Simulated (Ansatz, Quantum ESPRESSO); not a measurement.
# Ballistic transmission: Ag(111) with one reversed stacking step (an intrinsic fault), part 2 of 3

How well does the junction conduct in the ballistic limit? It is: Ag(111) with one reversed stacking step (an intrinsic fault).

Quantum ESPRESSO 7.5; plane-wave DFT, PBE, GBRV ultrasoft pseudopotentials; cross-check by Ansatz 0.2.0 with PAW datasets.

So far. Step 2 (Self-consistent run): The run needed 13 iterations to bring the estimated error under 1e-07 Ry; the largest force on any atom, held or free, is 0.01 eV/Å.

## Step 3: The open system

Level of this step: transmission by pwcond, lead and junction from one cell; plane-wave DFT, PBE, GBRV ultrasoft pseudopotentials (Quantum ESPRESSO).

prefixt takes both regions from one run: the lead from 0 to bdl, the scattering region from bdl to bds (units of alat). ikind = 1 puts the same lead on both sides. The program's T_tot counts both spins in a run without spin; the tables below give T per spin.

Contents of cond.in:

```
&inputcond
  outdir = './out'
  prefixt = 'scf'
  tran_file = 'cond.dat'
  bdl = 2.4494897423
  bds = 16.3299316176
  ikind = 1
  ewind = 4.0
  epsproj = 1e-05
  nz1 = 7
  energy0 = 0.4
  denergy = -0.4
/
10
  0.00000000 0.00000000 0.01562500
  0.00000000 0.12500000 0.09375000
  0.00000000 0.25000000 0.09375000
  0.00000000 0.37500000 0.09375000
  0.00000000 0.50000000 0.04687500
  0.12500000 0.25000000 0.09375000
  0.12500000 0.37500000 0.18750000
  0.12500000 0.50000000 0.18750000
  0.25000000 0.50000000 0.09375000
  0.25000000 0.62500000 0.09375000
3
```

On the command line:

```sh
$ OMP_NUM_THREADS=1 mpirun -n 8 pwcond.x -in cond.in > cond.out
```

The program printed:

```text
[banner, memory and clock lines left out]
Program PWCOND v.7.5 starts

          URL

     ./out/scf.save/

     IMPORTANT: XC functional enforced from input :
     Exchange-correlation= PBE
                           (   1   4   3   4   0   0   0)
     Any further DFT definition will be discarded
     Please, verify this is what you really want

     Reading collected, re-writing distributed wavefunctions

===== INPUT FILE containing all the regions =====

     GEOMETRY:

     lattice parameter (alat)  =       5.5454  a.u.
     the volume                =    2411.6312 (a.u.)^3
     the cross section         =      26.6314 (a.u.)^2
     l of the unit cell        =      16.3299 (alat)
     number of atoms/cell      =           20
     number of atomic types    =            1

     crystal axes: (cart. coord. in units of alat)
               a(1) = (  1.0000  0.0000  0.0000 )
               a(2) = (  0.5000  0.8660  0.0000 )
               a(3) = (  0.0000  0.0000 16.3299 )

   Cartesian axes

     site n.     atom                  positions (alat units)
          1        Ag     tau(  1)=(  0.0000  0.0000 16.3299  )
          2        Ag     tau(  2)=(  0.5000  0.2887  0.8165  )
          3        Ag     tau(  3)=(  1.0000  0.5774  1.6330  )
          4        Ag     tau(  4)=(  0.0000  0.0000  2.4495  )
          5        Ag     tau(  5)=(  0.5000  0.2887  3.2660  )
          6        Ag     tau(  6)=(  1.0000  0.5774  4.0825  )
          7        Ag     tau(  7)=(  0.0000  0.0000  4.8990  )
          8        Ag     tau(  8)=(  0.5000  0.2887  5.7155  )
          9        Ag     tau(  9)=(  1.0000  0.5774  6.5320  )
         10        Ag     tau( 10)=(  0.5000  0.2887  7.3485  )
         11        Ag     tau( 11)=(  1.0000  0.5774  8.1650  )
         12        Ag     tau( 12)=(  0.0000  0.0000  8.9815  )
         13        Ag     tau( 13)=(  0.5000  0.2887  9.7980  )
         14        Ag     tau( 14)=(  1.0000  0.5774 10.6145  )
         15        Ag     tau( 15)=(  0.0000  0.0000 11.4310  )
         16        Ag     tau( 16)=(  0.5000  0.2887 12.2474  )
         17        Ag     tau( 17)=(  1.0000  0.5774 13.0639  )
         18        Ag     tau( 18)=(  0.0000  0.0000 13.8804  )
         19        Ag     tau( 19)=(  0.5000  0.2887 14.6969  )
         20        Ag     tau( 20)=(  1.0000  0.5774 15.5134  )

     nr1s                      =           24
     nr2s                      =           24
     nr3s                      =          375
     nr1sx                     =           24
     nr2sx                     =           24
     nr3sx                     =          375
     nr1                       =           25
     nr2                       =           25
     nr3                       =          432
     nr1x                      =           25
     nr2x                      =           25
     nr3x                      =          432

 _______________________________
  Radii of nonlocal spheres:

     type       ibeta     ang. mom.          radius (alat units)
       Ag         1         0                    0.3125
       Ag         2         0                    0.3125
       Ag         3         1                    0.3125
       Ag         4         1                    0.3125
       Ag         5         2                    0.3125
       Ag         6         2                    0.3125
----- General information -----

--- T calc. with identical leads (ikind=1) ---

     nrx                       =           24
     nry                       =           24
     nz1                       =            7

     energy0               =         4.0E-01
     denergy               =        -4.0E-01
     nenergy               =          3
     ecut2d                =         4.0E+01
     ewind                 =         4.0E+00
     epsproj               =         1.0E-05

     number of k_|| points=   10
                       cryst. coord.
        k(    1) = (   0.0000000   0.0000000), wk =   0.0156250
        k(    2) = (   0.0000000   0.1250000), wk =   0.0937500
        k(    3) = (   0.0000000   0.2500000), wk =   0.0937500
        k(    4) = (   0.0000000   0.3750000), wk =   0.0937500
        k(    5) = (   0.0000000   0.5000000), wk =   0.0468750
        k(    6) = (   0.1250000   0.2500000), wk =   0.0937500
        k(    7) = (   0.1250000   0.3750000), wk =   0.1875000
        k(    8) = (   0.1250000   0.5000000), wk =   0.1875000
        k(    9) = (   0.2500000   0.5000000), wk =   0.0937500
        k(   10) = (   0.2500000   0.6250000), wk =   0.0937500
----- Information about left/right lead -----

     nocros                   =           18
     noins                    =           36
     norb                     =           72
     norbf                    =          324
     nrz                      =           56

      iorb      type   ibeta   ang. mom.   m       position (alat)
        1        1       1        0        1   taunew(   1)=(  0.0000  0.0000  0.0000)
        2        1       2        0        1   taunew(   2)=(  0.0000  0.0000  0.0000)
        3        1       3        1        1   taunew(   3)=(  0.0000  0.0000  0.0000)
        4        1       3        1        2   taunew(   4)=(  0.0000  0.0000  0.0000)
        5        1       3        1        3   taunew(   5)=(  0.0000  0.0000  0.0000)
        6        1       4        1        1   taunew(   6)=(  0.0000  0.0000  0.0000)
        7        1       4        1        2   taunew(   7)=(  0.0000  0.0000  0.0000)
        8        1       4        1        3   taunew(   8)=(  0.0000  0.0000  0.0000)
        9        1       5        2        1   taunew(   9)=(  0.0000  0.0000  0.0000)
       10        1       5        2        2   taunew(  10)=(  0.0000  0.0000  0.0000)
       11        1       5        2        3   taunew(  11)=(  0.0000  0.0000  0.0000)
       12        1       5        2        4   taunew(  12)=(  0.0000  0.0000  0.0000)
       13        1       5        2        5   taunew(  13)=(  0.0000  0.0000  0.0000)
       14        1       6        2        1   taunew(  14)=(  0.0000  0.0000  0.0000)
       15        1       6        2        2   taunew(  15)=(  0.0000  0.0000  0.0000)
       16        1       6        2        3   taunew(  16)=(  0.0000  0.0000  0.0000)
       17        1       6        2        4   taunew(  17)=(  0.0000  0.0000  0.0000)
       18        1       6        2        5   taunew(  18)=(  0.0000  0.0000  0.0000)
       19        1       1        0        1   taunew(  19)=(  0.5000  0.2887  0.8165)
       20        1       2        0        1   taunew(  20)=(  0.5000  0.2887  0.8165)
       21        1       3        1        1   taunew(  21)=(  0.5000  0.2887  0.8165)
[...]
267        1       6        2        2   taunew( 267)=(  0.0000  0.0000 11.4310)
      268        1       6        2        3   taunew( 268)=(  0.0000  0.0000 11.4310)
      269        1       6        2        4   taunew( 269)=(  0.0000  0.0000 11.4310)
      270        1       6        2        5   taunew( 270)=(  0.0000  0.0000 11.4310)
      271        1       1        0        1   taunew( 271)=(  0.5000  0.2887 12.2474)
      272        1       2        0        1   taunew( 272)=(  0.5000  0.2887 12.2474)
      273        1       3        1        1   taunew( 273)=(  0.5000  0.2887 12.2474)
      274        1       3        1        2   taunew( 274)=(  0.5000  0.2887 12.2474)
      275        1       3        1        3   taunew( 275)=(  0.5000  0.2887 12.2474)
      276        1       4        1        1   taunew( 276)=(  0.5000  0.2887 12.2474)
      277        1       4        1        2   taunew( 277)=(  0.5000  0.2887 12.2474)
      278        1       4        1        3   taunew( 278)=(  0.5000  0.2887 12.2474)
      279        1       5        2        1   taunew( 279)=(  0.5000  0.2887 12.2474)
      280        1       5        2        2   taunew( 280)=(  0.5000  0.2887 12.2474)
      281        1       5        2        3   taunew( 281)=(  0.5000  0.2887 12.2474)
      282        1       5        2        4   taunew( 282)=(  0.5000  0.2887 12.2474)
      283        1       5        2        5   taunew( 283)=(  0.5000  0.2887 12.2474)
      284        1       6        2        1   taunew( 284)=(  0.5000  0.2887 12.2474)
      285        1       6        2        2   taunew( 285)=(  0.5000  0.2887 12.2474)
      286        1       6        2        3   taunew( 286)=(  0.5000  0.2887 12.2474)
      287        1       6        2        4   taunew( 287)=(  0.5000  0.2887 12.2474)
      288        1       6        2        5   taunew( 288)=(  0.5000  0.2887 12.2474)
      289        1       1        0        1   taunew( 289)=(  1.0000  0.5774 13.0639)
      290        1       2        0        1   taunew( 290)=(  1.0000  0.5774 13.0639)
      291        1       3        1        1   taunew( 291)=(  1.0000  0.5774 13.0639)
      292        1       3        1        2   taunew( 292)=(  1.0000  0.5774 13.0639)
      293        1       3        1        3   taunew( 293)=(  1.0000  0.5774 13.0639)
      294        1       4        1        1   taunew( 294)=(  1.0000  0.5774 13.0639)
      295        1       4        1        2   taunew( 295)=(  1.0000  0.5774 13.0639)
      296        1       4        1        3   taunew( 296)=(  1.0000  0.5774 13.0639)
      297        1       5        2        1   taunew( 297)=(  1.0000  0.5774 13.0639)
      298        1       5        2        2   taunew( 298)=(  1.0000  0.5774 13.0639)
      299        1       5        2        3   taunew( 299)=(  1.0000  0.5774 13.0639)
      300        1       5        2        4   taunew( 300)=(  1.0000  0.5774 13.0639)
      301        1       5        2        5   taunew( 301)=(  1.0000  0.5774 13.0639)
      302        1       6        2        1   taunew( 302)=(  1.0000  0.5774 13.0639)
      303        1       6        2        2   taunew( 303)=(  1.0000  0.5774 13.0639)
      304        1       6        2        3   taunew( 304)=(  1.0000  0.5774 13.0639)
      305        1       6        2        4   taunew( 305)=(  1.0000  0.5774 13.0639)
      306        1       6        2        5   taunew( 306)=(  1.0000  0.5774 13.0639)
      307        1       1        0        1   taunew( 307)=(  0.0000  0.0000 13.8804)
      308        1       2        0        1   taunew( 308)=(  0.0000  0.0000 13.8804)
      309        1       3        1        1   taunew( 309)=(  0.0000  0.0000 13.8804)
      310        1       3        1        2   taunew( 310)=(  0.0000  0.0000 13.8804)
      311        1       3        1        3   taunew( 311)=(  0.0000  0.0000 13.8804)
      312        1       4        1        1   taunew( 312)=(  0.0000  0.0000 13.8804)
      313        1       4        1        2   taunew( 313)=(  0.0000  0.0000 13.8804)
      314        1       4        1        3   taunew( 314)=(  0.0000  0.0000 13.8804)
      315        1       5        2        1   taunew( 315)=(  0.0000  0.0000 13.8804)
      316        1       5        2        2   taunew( 316)=(  0.0000  0.0000 13.8804)
      317        1       5        2        3   taunew( 317)=(  0.0000  0.0000 13.8804)
      318        1       5        2        4   taunew( 318)=(  0.0000  0.0000 13.8804)
      319        1       5        2        5   taunew( 319)=(  0.0000  0.0000 13.8804)
      320        1       6        2        1   taunew( 320)=(  0.0000  0.0000 13.8804)
      321        1       6        2        2   taunew( 321)=(  0.0000  0.0000 13.8804)
      322        1       6        2        3   taunew( 322)=(  0.0000  0.0000 13.8804)
      323        1       6        2        4   taunew( 323)=(  0.0000  0.0000 13.8804)
      324        1       6        2        5   taunew( 324)=(  0.0000  0.0000 13.8804)
 ngper, shell number =           85          11
 ngper, n2d =           85          78
---  E-Ef =    0.4000000  k =    0.0000000   0.0000000
---  ie =          1  ik =          1
 Nchannels of the left tip =            0
 Right moving states:
   k1(2pi/a)   k2(2pi/a)   E-Ef (eV)
 Left moving states:
   k1(2pi/a)   k2(2pi/a)   E-Ef (eV)

 to transmit
          E-Ef(ev), T =    0.4000000   0.0000000
---  E-Ef =    0.0000000  k =    0.0000000   0.0000000
---  ie =          2  ik =          1
 Nchannels of the left tip =            0
 Right moving states:
   k1(2pi/a)   k2(2pi/a)   E-Ef (eV)
 Left moving states:
   k1(2pi/a)   k2(2pi/a)   E-Ef (eV)

 to transmit
          E-Ef(ev), T =    0.0000000   0.0000000
---  E-Ef =   -0.4000000  k =    0.0000000   0.0000000
---  ie =          3  ik =          1
 Nchannels of the left tip =            1
 Right moving states:
   k1(2pi/a)   k2(2pi/a)   E-Ef (eV)
   0.4630159  -0.0000014  -0.4000000
 Left moving states:
   k1(2pi/a)   k2(2pi/a)   E-Ef (eV)
  -0.4630159  -0.0000014  -0.4000000

 to transmit
 Band j to band i transmissions and reflections:
    j         i     |T_ij|^2    |R_ij|^2

    1 -->     1     0.99750     0.00250
   Total T_j, R_j =    0.99750  0.00250

E-Ef(ev), T(x2 spins) =   -0.4000000   1.9949988
 ngper, shell number =           85          45
 ngper, n2d =           85          85
[... further energies and points left out ...]
---  E-Ef =    0.4000000  k =    0.2500000   0.6250000
---  ie =          1  ik =         10
 Nchannels of the left tip =            0
 Right moving states:
   k1(2pi/a)   k2(2pi/a)   E-Ef (eV)
 Left moving states:
   k1(2pi/a)   k2(2pi/a)   E-Ef (eV)

 to transmit
          E-Ef(ev), T =    0.4000000   0.0000000
---  E-Ef =    0.0000000  k =    0.2500000   0.6250000
---  ie =          2  ik =         10
 Nchannels of the left tip =            0
 Right moving states:
   k1(2pi/a)   k2(2pi/a)   E-Ef (eV)
 Left moving states:
   k1(2pi/a)   k2(2pi/a)   E-Ef (eV)

 to transmit
          E-Ef(ev), T =    0.0000000   0.0000000
---  E-Ef =   -0.4000000  k =    0.2500000   0.6250000
---  ie =          3  ik =         10
 Nchannels of the left tip =            0
 Right moving states:
   k1(2pi/a)   k2(2pi/a)   E-Ef (eV)
 Left moving states:
   k1(2pi/a)   k2(2pi/a)   E-Ef (eV)

 to transmit
          E-Ef(ev), T =   -0.4000000   0.0000000
   T_tot     0.40000      0.17705E+01
   T_tot     0.00000      0.17201E+01
   T_tot    -0.40000      0.17036E+01

Note: The following floating-point exceptions are signalling: IEEE_UNDERFLOW_FLAG
Note: The following floating-point exceptions are signalling: IEEE_UNDERFLOW_FLAG
Note: The following floating-point exceptions are signalling: IEEE_UNDERFLOW_FLAG
Note: The following floating-point exceptions are signalling: IEEE_UNDERFLOW_FLAG
Note: The following floating-point exceptions are signalling: IEEE_UNDERFLOW_FLAG
Note: The following floating-point exceptions are signalling: IEEE_UNDERFLOW_FLAG
Note: The following floating-point exceptions are signalling: IEEE_UNDERFLOW_FLAG
Note: The following floating-point exceptions are signalling: IEEE_UNDERFLOW_FLAG
```

Elapsed: 73 s, on 8 MPI ranks of Arm Neoverse N1, shared host; peak memory 0.61 GiB; 9.7 min of CPU time.

Numbers from this step:

| Property | Result |
| --- | --- |
| lead channels at the Fermi level, one spin | 0.8906 |
| transmission at the Fermi level, one spin | 0.8601 |
| conductance | 0.8601 G₀ |

Per spin; mean over the k mesh across the current. Table of open channels, zone mean by energy, zero at the Fermi level:

| energy (eV) | open channels, zone mean |
| --- | --- |
| -0.400 | 0.859 |
| 0.000 | 0.891 |
| 0.400 | 0.891 |

Per spin; mean over the k mesh across the current. Transmission, zone mean against energy, zero at the Fermi level:

| energy (eV) | transmission, zone mean |
| --- | --- |
| -0.400 | 0.852 |
| 0.000 | 0.860 |
| 0.400 | 0.885 |

At 0.000 eV; k in fractions of b1, b2. Transmission by k point:

| k1 | k2 | weight | t | channels |
| --- | --- | --- | --- | --- |
| 0 | 0 | 0.01562 | 0 | 0 |
| 0 | 0.125 | 0.09375 | 1 | 1 |
| 0 | 0.25 | 0.09375 | 1 | 1 |
| 0 | 0.375 | 0.09375 | 1 | 1 |
| 0 | 0.5 | 0.04688 | 0.3782 | 1 |
| 0.125 | 0.25 | 0.09375 | 1 | 1 |
| 0.125 | 0.375 | 0.1875 | 1 | 1 |
| 0.125 | 0.5 | 0.1875 | 0.993 | 1 |
| 0.25 | 0.5 | 0.09375 | 0.9989 | 1 |
| 0.25 | 0.625 | 0.09375 | 0 | 0 |

The program's own clock; routines nest. Time by routine:

| routine | wall time (s) | calls |
| --- | --- | --- |
| PWCOND | 72.06 | 1 |
| scatter_forw | 55.99 | 60 |
| compbs | 7.15 | 30 |
| compbs_2 | 5.96 | 30 |
| local | 3.82 | 10 |
| init | 1.06 | 1 |
| poten | 0.13 | 1 |

At no point does T exceed the number of channels.

[end of part 2 of 3]

[Logs are printed without paths, hosts, clocks, repeated set-up lines and the standing remarks that a program may print on its own settings, such as how far it seeks lower states.]

[Hosts, paths, dates, database ids (printed as entryN), source tags and the programs' standing remarks are cut or masked in the printed files.]

[Maps of the electrostatic potential energy from Ansatz leave out the sawtooth potential of an applied field or a dipole correction, so their vacuum need not be flat; planar profiles and work functions include it.]
